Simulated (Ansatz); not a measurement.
In doubt: masses and optical values from hybrid runs of this build are listed as unsure (in some of the runs), which bears on the screening that GW takes from such a start.

Two G0W0 runs on SiO2 (Cristobalite).

The database entry behind the starting cell lists a temperature of 340 K, so it need not match the best structure at ambient conditions.

```yaml
crystal:
  lattice:
    - [4.98200, 0.00000, 0.00000]
    - [0.00000, 4.98200, 0.00000]
    - [0.00000, 0.00000, 6.96300]
  atoms:
    - { symbol: Si, position: [0.29897, 0.29897, 0.00000] }
    - { symbol: Si, position: [0.20103, 0.79897, 0.25000] }
    - { symbol: Si, position: [0.70103, 0.70103, 0.50000] }
    - { symbol: Si, position: [0.79897, 0.20103, 0.75000] }
    - { symbol: O, position: [0.23989, 0.10347, 0.17813] }
    - { symbol: O, position: [0.39653, 0.73989, 0.42813] }
    - { symbol: O, position: [0.76011, 0.89653, 0.67813] }
    - { symbol: O, position: [0.60347, 0.26011, 0.92813] }
    - { symbol: O, position: [0.73989, 0.39653, 0.57187] }
    - { symbol: O, position: [0.89653, 0.76011, 0.32187] }
    - { symbol: O, position: [0.26011, 0.60347, 0.07187] }
    - { symbol: O, position: [0.10347, 0.23989, 0.82187] }
```

The cell and positions come from the Crystallography Open Database and are kept as given unless a step says otherwise.

The first (Ansatz 0.2.0; start HSE06, 4×4×2 mesh, 440 empty bands, screening to 108 eV, PAW set soft_1 files; 1 × NVIDIA H100 80GB HBM3 (shared by 6 runs) with 3 threads of AMD EPYC 7R13 (Zen 3), shared host) gave, on its mesh: starting gap 7.54 eV, G0W0 gap 9.34 eV, RPA ε∞ (mean) 1.96, 76 s.

Question: The second changes start from HSE06 to PBE and files from PAW set soft_1 to hard PAW. What does it give?

It gave: starting gap 5.77 eV, G0W0 gap 8.63 eV, RPA ε∞ (mean) 2.16, 39 s. The G0W0 gap moves by −0.71 eV, −1.77 eV from the start and +1.06 eV from the correction. Σc changes by +0.48 eV at the valence top and −0.27 eV at the conduction bottom, and Σx − Vxc between them by +1.81 eV.

Limits: not at the basis limit; coarse k mesh.

[Paths, hosts, dates, memory and timing lines, banners, echoed tables and standing remarks are left out of the program output.]

[Logs are printed without paths, hosts, clocks, repeated set-up lines and the standing remarks that a program may print on its own settings, such as how far it seeks lower states.]

[Runs of the session that timed out or met a known fault of the program may be left out.]

[Cells called generated may have been cut or substituted from an entry of the Crystallography Open Database or the Materials Project.]

[Hosts, paths, dates, database ids (printed as entryN), source tags and the programs' standing remarks are cut or masked in the printed files.]
